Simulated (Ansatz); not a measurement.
**Ir wire along [100], 16 atoms a period: bands along the axis**

What gap, if any, does the Ir wire along [100], 16 atoms a period have, and how many channels would it open?

Method: DFT PBE, plane waves, PAW; relaxation of a wire's period; PAW set soft_1, in the first sound run; inputs show where later runs differ, in Ansatz 0.2.0.

### 1. The structure

The cell holds 16 atoms: 16 Ir. Its edges and angles: a = 12.605 Å, b = 12.605 Å, c = 3.870 Å, α = 90.0°, β = 90.0°, γ = 90.0°. Vacuum lies along a and b. The structure's axis is c.

### 2. Relaxation of atoms and period

Band widths follow the bond lengths, so the wire is relaxed first. The atoms and the third cell vector are free; the box across stays fixed as vacuum. A Fermi-Dirac smearing is set since the result may be a metal. The pressure printed is a third of the stress's trace over the whole box, vacuum included; only the stress along the axis is relaxed.

input.yaml

```yaml
crystal:
  lattice:
    - [12.605, 0.0, 0.0]
    - [0.0, 12.605, 0.0]
    - [0.0, 0.0, 3.87]
  atoms:
    - { symbol: Ir, position: [0.269734232, 0.269734232, 0.0] }
    - { symbol: Ir, position: [0.269734232, 0.576755256, 0.0] }
    - { symbol: Ir, position: [0.423244744, 0.423244744, 0.0] }
    - { symbol: Ir, position: [0.423244744, 0.730265768, 0.0] }
    - { symbol: Ir, position: [0.576755256, 0.269734232, 0.0] }
    - { symbol: Ir, position: [0.576755256, 0.576755256, 0.0] }
    - { symbol: Ir, position: [0.730265768, 0.423244744, 0.0] }
    - { symbol: Ir, position: [0.730265768, 0.730265768, 0.0] }
    - { symbol: Ir, position: [0.269734232, 0.423244744, 0.5] }
    - { symbol: Ir, position: [0.269734232, 0.730265768, 0.5] }
    - { symbol: Ir, position: [0.423244744, 0.269734232, 0.5] }
    - { symbol: Ir, position: [0.423244744, 0.576755256, 0.5] }
    - { symbol: Ir, position: [0.576755256, 0.423244744, 0.5] }
    - { symbol: Ir, position: [0.576755256, 0.730265768, 0.5] }
    - { symbol: Ir, position: [0.730265768, 0.269734232, 0.5] }
    - { symbol: Ir, position: [0.730265768, 0.576755256, 0.5] }
kpoints:
  mp_grid: { grid: [1, 1, 21] }
scf:
  occupations: { method: fermi_dirac, width: 0.05 }
hamiltonian:
  xc: pbe
  pseudopotentials: { kind: paw, azcp: { folder: soft_1 } }
relax:
  cell: { fix: [a, b, alpha, beta, gamma] }
  max_steps: 45
  f_tol: 0.03
```

The run is started by

```console
ansatz run input.yaml --threads 4 --pin off --max-ram 16384MiB --backend cpu --events-out ev --progress --plain --runs-dir out
```

Numbers of over 12 decimals in the logs are rounded to 6 here.

What it wrote:

```text
Engine: ansatz 0.2.0, x86_64-unknown-linux-gnu
Pseudopotentials: kind: paw
Pseudopotential: Ir, paw, valence charge 17, recommended cutoff 420 eV (normal), soft_1/Ir.paw.azcp
Functional definition: PBE
  parameter kappa = 0.804
  parameter beta = 0.066725
  exchange = pbe_x(kappa = kappa, mu = beta*pi^2/3)
  correlation = pbe_c(beta = beta)
Crystal: 16 atoms, lattice volume = 614.889 Å³
Basis set: ecut = 420 eV, 12057 PW (Γ), exchange–correlation on 180×180×54 points (8 copies of the dense FFT grid, shifted against one another)
Bands: 164, of which v1, the nominal top of the filled ones, is band 136 counted from 1 (135 counted from 0)
Symmetry: 16 space group operations
Space group: P42/mcm (ITA 132), of the structure as read, at distance tolerance 8.5e-5 Å
k-points: 11 of 21
Non-local potential: Ir, projectors of the file, l = 0: 3, l = 1: 2, l = 2: 2, l = 3: 1
PAW form: soft (Blöchl's): semilocal exchange-correlation on the pseudo side does not see the compensation charge
PAW one-centre angular grid: Ir, 590 points (default); XC on 64 Gauss nodes
Initial density: superposition of atomic densities (neutral atoms: chi_scale 0, normalization atom)
Initial wavefunctions: pseudopotential atomic-orbital guess
Functional: x = pbe(κ = 0.804, μ = 0.219515), c = pbe(β = 0.066725)
SCF iter   1: F=—  HF=-190970.280419 eV  |F-HF|=—  |Δ(HF+E_count)|=         —  Δρ=3.57e-2  dr2=1.61e1  ethr=3.10e-3  ⟨swp⟩=7.1  Hψ=7251  notcnv=0  defer=24
preconditioner: auto → LDOS  [metal: Δε(μ)=0.014 eV  Ē_g=5.151 eV  σ=0.050 eV  W_gap=0.07  n_scr=142 (ndim 8)  ℏωp=18.0 eV  f_vac=0.465  D(μ)=31.22/eV (n_scr^D=290)  β→1.0]
SCF iter   2: F=—  HF=-190970.136739 eV  |F-HF|=—  |Δ(HF+E_count)|=   1.44e-1  Δρ=3.81e-2  dr2=1.65e1  ethr=3.10e-3  ⟨swp⟩=3.0  Hψ=4553  notcnv=0  defer=70
SCF iter   3: F=—  HF=-190966.466240 eV  |F-HF|=—  |Δ(HF+E_count)|=    3.67e0  Δρ=5.07e-3  dr2=3.00e-1  ethr=3.10e-3  ⟨swp⟩=2.9  Hψ=3153  notcnv=0  defer=69
SCF iter   4: F=—  HF=-190966.423469 eV  |F-HF|=—  |Δ(HF+E_count)|=   4.28e-2  Δρ=2.92e-3  dr2=5.38e-2  ethr=1.10e-4  ⟨swp⟩=2.7  Hψ=3263  notcnv=0  defer=68
SCF iter   5: F=—  HF=-190966.415938 eV  |F-HF|=—  |Δ(HF+E_count)|=   7.53e-3  Δρ=9.39e-4  dr2=1.03e-2  ethr=1.98e-5  ⟨swp⟩=2.1  Hψ=3230  notcnv=0  defer=68
SCF iter   6: F=—  HF=-190966.414940 eV  |F-HF|=—  |Δ(HF+E_count)|=   9.98e-4  Δρ=4.27e-4  dr2=1.80e-3  ethr=3.77e-6  ⟨swp⟩=2.9  Hψ=3228  notcnv=0  defer=68
SCF iter   7: F=—  HF=-190966.414690 eV  |F-HF|=—  |Δ(HF+E_count)|=   2.50e-4  Δρ=1.16e-4  dr2=3.17e-4  ethr=6.60e-7  ⟨swp⟩=2.0  Hψ=2642  notcnv=0  defer=68
SCF iter   8: F=—  HF=-190966.414689 eV  |F-HF|=—  |Δ(HF+E_count)|=   1.03e-6  Δρ=3.83e-5  dr2=1.53e-5  ethr=1.17e-7  ⟨swp⟩=2.1  Hψ=2546  notcnv=0  defer=68
SCF iter   9: F=—  HF=-190966.413907 eV  |F-HF|=—  |Δ(HF+E_count)|=   7.82e-4  Δρ=1.58e-5  dr2=3.71e-6  ethr=5.62e-9  ⟨swp⟩=2.8  Hψ=2695  notcnv=0  defer=68
SCF iter  10: F=—  HF=-190966.413907 eV  |F-HF|=—  |Δ(HF+E_count)|=   2.26e-7  Δρ=6.31e-6  dr2=6.20e-7  ethr=1.36e-9  ⟨swp⟩=2.0  Hψ=1842  notcnv=0  defer=68
SCF iter  11: F=-190966.413907 eV  HF=-190966.413907 eV  |F-HF|=5.10e-8  |Δ(HF+E_count)|=   3.06e-9  Δρ=1.93e-6  dr2=6.62e-8  ethr=3.68e-11  ⟨swp⟩=3.5  Hψ=7131  notcnv=0
SCF 1 converged in 11 iterations: F = -190966.413907 eV  dr2 = 6.62e-8
  greatest PAW one-centre occupation: 1.000 electrons in one spin orbital (limit 2), on the Ir atom at site 12 (counted from 0), in its partial waves of l = 0
relax step   1: F+E_penalty+E_count = -190966.41390731 eV  Δ(F+E_penalty+E_count) = +0.000e0 eV  max|allowed force component| = 1.290e0 eV/Å  Δτ_max = 0.0000 Å  P = -8.217 GPa  Ω = 614.889 Å³  fix = [a, b, alpha, beta, gamma]  reactions: a -6.854, b -6.854 GPa  (11 SCF iters, dr2 threshold 1.00e-7 eV, accepted)
Crystal: 16 atoms, lattice volume = 584.989 Å³
Basis set: ecut = 420 eV, 11401 PW (Γ), exchange–correlation on 180×180×54 points (8 copies of the dense FFT grid, shifted against one another)
Initial density: handed on by an earlier stage of this run
Initial wavefunctions: those handed on with the density
iter 1 solved again at ethr=1.23e-3 eV; its pass at ethr=3.10e-3 eV (dr2=3.35e0 eV) is discarded
SCF iter   1: F=—  HF=-190968.174969 eV  |F-HF|=—  |Δ(HF+E_count)|=         —  Δρ=1.38e-2  dr2=3.35e0  ethr=1.23e-3  ⟨swp⟩=2.0  Hψ=8831  notcnv=0
preconditioner: auto → LDOS  [metal: Δε(μ)=0.009 eV  Ē_g=5.605 eV  σ=0.050 eV  W_gap=0.04  n_scr=142 (ndim 8)  ℏωp=18.4 eV  f_vac=0.495  D(μ)=27.61/eV (n_scr^D=246)  β→1.0]
SCF iter   2: F=—  HF=-190968.204032 eV  |F-HF|=—  |Δ(HF+E_count)|=   2.91e-2  Δρ=8.99e-3  dr2=1.06e0  ethr=1.23e-3  ⟨swp⟩=2.4  Hψ=2908  notcnv=0
SCF iter   3: F=—  HF=-190967.955650 eV  |F-HF|=—  |Δ(HF+E_count)|=   2.48e-1  Δρ=3.31e-3  dr2=2.02e-1  ethr=3.88e-4  ⟨swp⟩=2.5  Hψ=3430  notcnv=0  defer=69
SCF iter   4: F=—  HF=-190967.947100 eV  |F-HF|=—  |Δ(HF+E_count)|=   8.55e-3  Δρ=1.36e-3  dr2=3.36e-2  ethr=7.42e-5  ⟨swp⟩=2.0  Hψ=2406  notcnv=0  defer=69
SCF iter   5: F=—  HF=-190967.945794 eV  |F-HF|=—  |Δ(HF+E_count)|=   1.31e-3  Δρ=4.26e-4  dr2=2.47e-3  ethr=1.24e-5  ⟨swp⟩=1.5  Hψ=1860  notcnv=0  defer=69
SCF iter   6: F=—  HF=-190967.946081 eV  |F-HF|=—  |Δ(HF+E_count)|=   2.87e-4  Δρ=1.19e-4  dr2=2.09e-4  ethr=9.07e-7  ⟨swp⟩=2.1  Hψ=2877  notcnv=0  defer=69
SCF iter   7: F=—  HF=-190967.945216 eV  |F-HF|=—  |Δ(HF+E_count)|=   8.65e-4  Δρ=4.44e-5  dr2=2.03e-5  ethr=7.69e-8  ⟨swp⟩=3.0  Hψ=2951  notcnv=0  defer=69
SCF iter   8: F=—  HF=-190967.945215 eV  |F-HF|=—  |Δ(HF+E_count)|=   1.44e-6  Δρ=1.52e-5  dr2=3.45e-6  ethr=7.46e-9  ⟨swp⟩=2.4  Hψ=3065  notcnv=0  defer=69
SCF iter   9: F=-190967.945214 eV  HF=-190967.945214 eV  |F-HF|=3.43e-7  |Δ(HF+E_count)|=   5.40e-8  Δρ=6.73e-6  dr2=4.94e-7  ethr=5.88e-10  ⟨swp⟩=5.0  Hψ=6328  notcnv=0
SCF 2 converged in 9 iterations: F = -190967.945214 eV  dr2 = 4.94e-7
relax step   2: F+E_penalty+E_count = -190967.94521412 eV  Δ(F+E_penalty+E_count) = -1.531e0 eV  max|allowed force component| = 7.752e-1 eV/Å  Δτ_max = 0.1438 Å  P = +3.231 GPa  Ω = 584.989 Å³  energy of the carried Pulay correction = +5.398e-3 eV  fix = [a, b, alpha, beta, gamma]  reactions: a +3.432, b +3.432 GPa  (9 SCF iters, dr2 threshold 1.60e-6 eV, accepted)
Crystal: 16 atoms, lattice volume = 585.789 Å³
iter 1 solved again at ethr=2.85e-4 eV; its pass at ethr=3.10e-3 eV (dr2=7.76e-1 eV) is discarded
SCF iter   1: F=—  HF=-190968.205143 eV  |F-HF|=—  |Δ(HF+E_count)|=         —  Δρ=6.52e-3  dr2=7.56e-1  ethr=2.85e-4  ⟨swp⟩=2.7  Hψ=7805  notcnv=0
preconditioner: auto → LDOS  [metal: Δε(μ)=0.009 eV  Ē_g=5.317 eV  σ=0.050 eV  W_gap=0.05  n_scr=142 (ndim 8)  ℏωp=18.4 eV  f_vac=0.479  D(μ)=31.35/eV (n_scr^D=298)  β→1.0]
SCF iter   2: F=—  HF=-190968.199016 eV  |F-HF|=—  |Δ(HF+E_count)|=   6.13e-3  Δρ=3.73e-3  dr2=1.85e-1  ethr=2.78e-4  ⟨swp⟩=2.6  Hψ=2931  notcnv=0
SCF iter   3: F=—  HF=-190968.159601 eV  |F-HF|=—  |Δ(HF+E_count)|=   3.94e-2  Δρ=1.59e-3  dr2=4.90e-2  ethr=6.79e-5  ⟨swp⟩=2.1  Hψ=2908  notcnv=0
SCF iter   4: F=—  HF=-190968.157444 eV  |F-HF|=—  |Δ(HF+E_count)|=   2.16e-3  Δρ=7.71e-4  dr2=1.22e-2  ethr=1.80e-5  ⟨swp⟩=2.4  Hψ=2726  notcnv=0  defer=5
SCF iter   5: F=—  HF=-190968.156914 eV  |F-HF|=—  |Δ(HF+E_count)|=   5.30e-4  Δρ=2.30e-4  dr2=1.04e-3  ethr=4.50e-6  ⟨swp⟩=1.4  Hψ=1913  notcnv=0  defer=5
SCF iter   6: F=—  HF=-190968.156147 eV  |F-HF|=—  |Δ(HF+E_count)|=   7.68e-4  Δρ=4.91e-5  dr2=2.09e-5  ethr=3.82e-7  ⟨swp⟩=1.9  Hψ=2296  notcnv=0  defer=5
SCF iter   7: F=—  HF=-190968.156152 eV  |F-HF|=—  |Δ(HF+E_count)|=   5.67e-6  Δρ=1.72e-5  dr2=3.30e-6  ethr=7.68e-9  ⟨swp⟩=2.7  Hψ=2887  notcnv=0  defer=5
SCF iter   8: F=-190968.156152 eV  HF=-190968.156153 eV  |F-HF|=3.84e-7  |Δ(HF+E_count)|=   2.84e-7  Δρ=6.60e-6  dr2=5.99e-7  ethr=5.88e-10  ⟨swp⟩=4.7  Hψ=5913  notcnv=0
SCF 3 converged in 8 iterations: F = -190968.156152 eV  dr2 = 5.99e-7
relax step   3: F+E_penalty+E_count = -190968.15615223 eV  Δ(F+E_penalty+E_count) = -2.109e-1 eV  max|allowed force component| = 1.566e-1 eV/Å  Δτ_max = 0.0665 Å  P = -0.755 GPa  Ω = 585.789 Å³  energy of the carried Pulay correction = +5.248e-3 eV  fix = [a, b, alpha, beta, gamma]  reactions: a -0.703, b -0.703 GPa  (8 SCF iters, dr2 threshold 1.60e-6 eV, accepted)
Crystal: 16 atoms, lattice volume = 584.319 Å³
Basis set: ecut = 420 eV, 11369 PW (Γ), exchange–correlation on 180×180×54 points (8 copies of the dense FFT grid, shifted against one another)
iter 1 solved again at ethr=8.78e-6 eV; its pass at ethr=3.10e-3 eV (dr2=2.39e-2 eV) is discarded
SCF iter   1: F=—  HF=-190968.170067 eV  |F-HF|=—  |Δ(HF+E_count)|=         —  Δρ=1.16e-3  dr2=2.31e-2  ethr=8.78e-6  ⟨swp⟩=2.0  Hψ=6566  notcnv=0
preconditioner: auto → LDOS  [metal: Δε(μ)=0.002 eV  Ē_g=5.371 eV  σ=0.050 eV  W_gap=0.01  n_scr=142 (ndim 8)  ℏωp=18.4 eV  f_vac=0.482  D(μ)=31.03/eV (n_scr^D=298)  β→1.0]
SCF iter   2: F=—  HF=-190968.169583 eV  |F-HF|=—  |Δ(HF+E_count)|=   4.84e-4  Δρ=5.81e-4  dr2=4.51e-3  ethr=8.48e-6  ⟨swp⟩=2.0  Hψ=2707  notcnv=0
SCF iter   3: F=—  HF=-190968.169104 eV  |F-HF|=—  |Δ(HF+E_count)|=   4.79e-4  Δρ=3.17e-4  dr2=1.75e-3  ethr=1.66e-6  ⟨swp⟩=2.0  Hψ=2757  notcnv=0
SCF iter   4: F=—  HF=-190968.168902 eV  |F-HF|=—  |Δ(HF+E_count)|=   2.02e-4  Δρ=8.97e-5  dr2=7.25e-5  ethr=6.44e-7  ⟨swp⟩=2.0  Hψ=2600  notcnv=0
SCF iter   5: F=—  HF=-190968.168083 eV  |F-HF|=—  |Δ(HF+E_count)|=   8.19e-4  Δρ=3.30e-5  dr2=8.21e-6  ethr=2.67e-8  ⟨swp⟩=3.0  Hψ=3261  notcnv=0
SCF iter   6: F=-190968.168084 eV  HF=-190968.168084 eV  |F-HF|=2.54e-8  |Δ(HF+E_count)|=   9.51e-7  Δρ=6.57e-6  dr2=2.91e-7  ethr=5.88e-10  ⟨swp⟩=5.0  Hψ=6485  notcnv=0
SCF 4 converged in 6 iterations: F = -190968.168084 eV  dr2 = 2.91e-7
relax step   4: F+E_penalty+E_count = -190968.16808426 eV  Δ(F+E_penalty+E_count) = -1.193e-2 eV  max|allowed force component| = 4.389e-2 eV/Å  Δτ_max = 0.0121 Å  P = -0.093 GPa  Ω = 584.319 Å³  energy of the carried Pulay correction = +5.524e-3 eV  fix = [a, b, alpha, beta, gamma]  reactions: a -0.100, b -0.100 GPa  (6 SCF iters, dr2 threshold 1.60e-6 eV, accepted)
Crystal: 16 atoms, lattice volume = 584.244 Å³
iter 1 solved again at ethr=2.74e-7 eV; its pass at ethr=3.10e-3 eV (dr2=7.44e-4 eV) is discarded
SCF iter   1: F=—  HF=-190968.169700 eV  |F-HF|=—  |Δ(HF+E_count)|=         —  Δρ=3.15e-4  dr2=7.12e-4  ethr=2.74e-7  ⟨swp⟩=2.3  Hψ=6094  notcnv=0
preconditioner: auto → LDOS  [metal: Δε(μ)=0.003 eV  Ē_g=5.374 eV  σ=0.050 eV  W_gap=0.02  n_scr=142 (ndim 8)  ℏωp=18.4 eV  f_vac=0.482  D(μ)=30.97/eV (n_scr^D=298)  β→1.0]
SCF iter   2: F=—  HF=-190968.169679 eV  |F-HF|=—  |Δ(HF+E_count)|=   2.07e-5  Δρ=2.01e-4  dr2=3.48e-4  ethr=2.62e-7  ⟨swp⟩=2.0  Hψ=2661  notcnv=0
SCF iter   3: F=—  HF=-190968.169601 eV  |F-HF|=—  |Δ(HF+E_count)|=   7.79e-5  Δρ=5.45e-5  dr2=5.61e-5  ethr=1.28e-7  ⟨swp⟩=2.0  Hψ=2660  notcnv=0
SCF iter   4: F=—  HF=-190968.168797 eV  |F-HF|=—  |Δ(HF+E_count)|=   8.04e-4  Δρ=1.98e-5  dr2=6.00e-6  ethr=2.06e-8  ⟨swp⟩=2.2  Hψ=2638  notcnv=0
SCF iter   5: F=—  HF=-190968.168797 eV  |F-HF|=—  |Δ(HF+E_count)|=   3.66e-7  Δρ=8.29e-6  dr2=9.09e-7  ethr=2.21e-9  ⟨swp⟩=2.1  Hψ=2638  notcnv=0
SCF iter   6: F=-190968.168797 eV  HF=-190968.168797 eV  |F-HF|=1.82e-8  |Δ(HF+E_count)|=   9.09e-8  Δρ=2.31e-6  dr2=4.42e-8  ethr=4.43e-11  ⟨swp⟩=3.6  Hψ=6988  notcnv=0
SCF 5 converged in 6 iterations: F = -190968.168797 eV  dr2 = 4.42e-8
relax step   5: F+E_penalty+E_count = -190968.16879659 eV  Δ(F+E_penalty+E_count) = -7.123e-4 eV  max|allowed force component| = 7.258e-3 eV/Å  Δτ_max = 0.0029 Å  P = -0.013 GPa  Ω = 584.244 Å³  energy of the carried Pulay correction = +5.539e-3 eV  fix = [a, b, alpha, beta, gamma]  reactions: a -0.012, b -0.012 GPa  (6 SCF iters, dr2 threshold 1.20e-7 eV, accepted)
Basis set: ecut = 420 eV, 11369 PW (Γ), exchange–correlation on 180×180×50 points (8 copies of the dense FFT grid, shifted against one another)
Initial wavefunctions: pseudopotential atomic-orbital guess (no wavefunctions were taken with the density)
iter 1 solved again at ethr=3.85e-7 eV; its pass at ethr=3.10e-3 eV (dr2=1.05e-3 eV) is discarded
SCF iter   1: F=—  HF=-190968.163025 eV  |F-HF|=—  |Δ(HF+E_count)|=         —  Δρ=1.10e-4  dr2=1.17e-5  ethr=3.85e-7  ⟨swp⟩=4.5  Hψ=13714  notcnv=0
preconditioner: auto → LDOS  [metal: Δε(μ)=0.003 eV  Ē_g=5.373 eV  σ=0.050 eV  W_gap=0.01  n_scr=142 (ndim 8)  ℏωp=18.4 eV  f_vac=0.482  D(μ)=30.99/eV (n_scr^D=298)  β→1.0]
SCF iter   2: F=—  HF=-190968.162217 eV  |F-HF|=—  |Δ(HF+E_count)|=   8.08e-4  Δρ=2.56e-5  dr2=2.06e-6  ethr=4.31e-9  ⟨swp⟩=2.4  Hψ=3436  notcnv=0
SCF iter   3: F=—  HF=-190968.162216 eV  |F-HF|=—  |Δ(HF+E_count)|=   6.34e-7  Δρ=8.86e-6  dr2=4.77e-7  ethr=7.57e-10  ⟨swp⟩=3.0  Hψ=3771  notcnv=0
SCF iter   4: F=—  HF=-190968.162216 eV  |F-HF|=—  |Δ(HF+E_count)|=   1.28e-7  Δρ=2.16e-6  dr2=3.13e-8  ethr=1.75e-10  ⟨swp⟩=2.7  Hψ=3081  notcnv=0
SCF iter   5: F=—  HF=-190968.162216 eV  |F-HF|=—  |Δ(HF+E_count)|=   7.04e-9  Δρ=4.79e-7  dr2=9.71e-10  ethr=1.15e-11  ⟨swp⟩=2.5  Hψ=3323  notcnv=0
SCF iter   6: F=—  HF=-190968.162216 eV  |F-HF|=—  |Δ(HF+E_count)|=  3.49e-10  Δρ=1.71e-7  dr2=2.57e-10  ethr=1.00e-12  ⟨swp⟩=5.5  Hψ=7279  notcnv=0
SCF iter   7: F=-190968.162216 eV  HF=-190968.162216 eV  |F-HF|=0.00e0  |Δ(HF+E_count)|=  5.82e-11  Δρ=4.38e-8  dr2=2.17e-11  ethr=1.00e-12  ⟨swp⟩=4.9  Hψ=5709  notcnv=0
SCF 6 converged in 7 iterations: F = -190968.162216 eV  dr2 = 2.17e-11
  greatest PAW one-centre occupation: 1.000 electrons in one spin orbital (limit 2), on the Ir atom at site 5 (counted from 0), in its partial waves of l = 0
relax step   6: F+E_penalty+E_count = -190968.16221586 eV  Δ(F+E_penalty+E_count) = +6.581e-3 eV  max|allowed force component| = 7.332e-3 eV/Å  Δτ_max = 0.0000 Å  P = -0.006 GPa  Ω = 584.244 Å³  fix = [a, b, alpha, beta, gamma]  reactions: a -0.005, b -0.005 GPa  stress off target by 8.98e-3 GPa on what of the cell is left free  SCF on the basis re-selected at this cell (its energy is not comparable with the rows above)  (7 SCF iters)
basis re-selected at this cell: Δ(F+E_penalty+E_count) = +6.581e-3 eV, ΔP = +0.007 GPa vs the last step (what re-selecting the basis moved, of the pressure what is left beyond the Pulay correction that the steps carried, after the strain that the cell walked since its last selection, with what the two solves' SCF thresholds leave and, on support functions, any second-order correction that the steps lacked; it is no measure of the basis error at this ecutwfc). The dense FFT grid was sized anew with the basis: this SCF ran on 90×90×25 points, the steps before it on 90×90×27, so part of this shift can come from that change (see relax.cell in the input reference). [rest of the remark cut]
SCF converged after 7 iterations
Free energy (F): -190968.162216 eV
Harris-Foulkes:  -190968.162216 eV  (|F-HF|=0.00e0)
Internal energy: -190967.921156 eV  (E = F + TS)
E sigma→0 (E₀):  -190968.041686 eV
Entropy (-TS):   -0.241060 eV (-15.066 meV/atom)
Fermi energy:    6.871241 eV
--- Per-component energies (eV) ---
  E_band       = -6293.585300
  E_kinetic    = 8630.975963
  E_local      = -131693.061142  (includes V_loc(G=0)·N_el)
  E_nonlocal   = 3052.517115
  E_hartree    = 61144.938635
  E_xc         = -3661.961789
  E_vxc        = -4076.051010  (∫ρ·V_xc dr)
  E_paw        = -148248.114976  (= ΣΔE_a)
  E_vpaw       = -4497.848045  (= ΣTr[D̂ρ^β])
  E_aug_tail   = 0.005619  (compensation charges beyond the density's cutoff)
  E_ewald      = 19806.779419
  E_smearing   = -0.241060  (= −TS)
  E_closure    = -0.000000  (closes the sum)
  Σ components = -190968.162216   (vs F -190968.162216, Δ=0.00e0)
--- Forces (eV/Å), atoms counted from 1 ---
  atom   1  Ir    -0.00224715    -0.00224715     0.00000000
  atom   2  Ir    -0.00244817    -0.00491701     0.00000000
  atom   3  Ir    -0.00733172    -0.00733172     0.00000000
  atom   4  Ir     0.00491701     0.00244817    -0.00000000
  atom   5  Ir    -0.00491701    -0.00244817     0.00000000
  atom   6  Ir     0.00733172     0.00733172    -0.00000000
  atom   7  Ir     0.00244817     0.00491701    -0.00000000
  atom   8  Ir     0.00224715     0.00224715    -0.00000000
  atom   9  Ir    -0.00244817     0.00491701     0.00000000
  atom  10  Ir    -0.00224715     0.00224715     0.00000000
  atom  11  Ir     0.00491701    -0.00244817    -0.00000000
  atom  12  Ir    -0.00733172     0.00733172     0.00000000
  atom  13  Ir     0.00733172    -0.00733172    -0.00000000
  atom  14  Ir    -0.00491701     0.00244817     0.00000000
  atom  15  Ir     0.00224715    -0.00224715    -0.00000000
  atom  16  Ir     0.00244817    -0.00491701    -0.00000000
  max |Σ_I F_I| component: 8.67e-19 eV/Å
--- Stress (GPa, compression-positive) ---
       -0.004768      -0.000000       0.000000
       -0.000000      -0.004768      -0.000000
        0.000000      -0.000000      -0.008977
  P = ⅓ Tr σ = -0.0062 GPa (-0.062 kbar)
--- Relaxed structure (5 steps of the walk, 5 accepted, 1 SCFs on fresh bases) ---
  F+E_penalty+E_count = -190968.16221586 eV   max|allowed force component| = 7.332e-3 eV/Å   (the final SCF, on the basis selected at the relaxed cell)
  cell:  # Å, volume = 584.2443 Å³
    - [12.605, 0, 0]
    - [0, 12.605, 0]
    - [0, 0, 3.677129]
  atoms:
    - { symbol: Ir, position: [0.274882, 0.274882, 0] }
    - { symbol: Ir, position: [0.272907, 0.576200, 0] }
    - { symbol: Ir, position: [0.421964, 0.421964, 0] }
    - { symbol: Ir, position: [0.423800, 0.727093, 0] }
    - { symbol: Ir, position: [0.576200, 0.272907, 0] }
    - { symbol: Ir, position: [0.578036, 0.578036, 0] }
    - { symbol: Ir, position: [0.727093, 0.423800, 0] }
    - { symbol: Ir, position: [0.725118, 0.725118, 0] }
    - { symbol: Ir, position: [0.272907, 0.423800, 0.5] }
    - { symbol: Ir, position: [0.274882, 0.725118, 0.5] }
    - { symbol: Ir, position: [0.423800, 0.272907, 0.5] }
    - { symbol: Ir, position: [0.421964, 0.578036, 0.5] }
    - { symbol: Ir, position: [0.578036, 0.421964, 0.5] }
    - { symbol: Ir, position: [0.576200, 0.727093, 0.5] }
    - { symbol: Ir, position: [0.725118, 0.274882, 0.5] }
    - { symbol: Ir, position: [0.727093, 0.576200, 0.5] }
```

Run time: 84 s. Hardware: 4 threads of Intel Xeon Platinum 8488C (Sapphire Rapids), shared host; peak memory 2.5 GiB.

(Part 1 of 2 ends here.)

[Logs are printed without paths, hosts, clocks, repeated set-up lines and the standing remarks that a program may print on its own settings, such as how far it seeks lower states.]

[Hosts, paths, dates, database ids (printed as entryN), source tags and the programs' standing remarks are cut or masked in the printed files.]
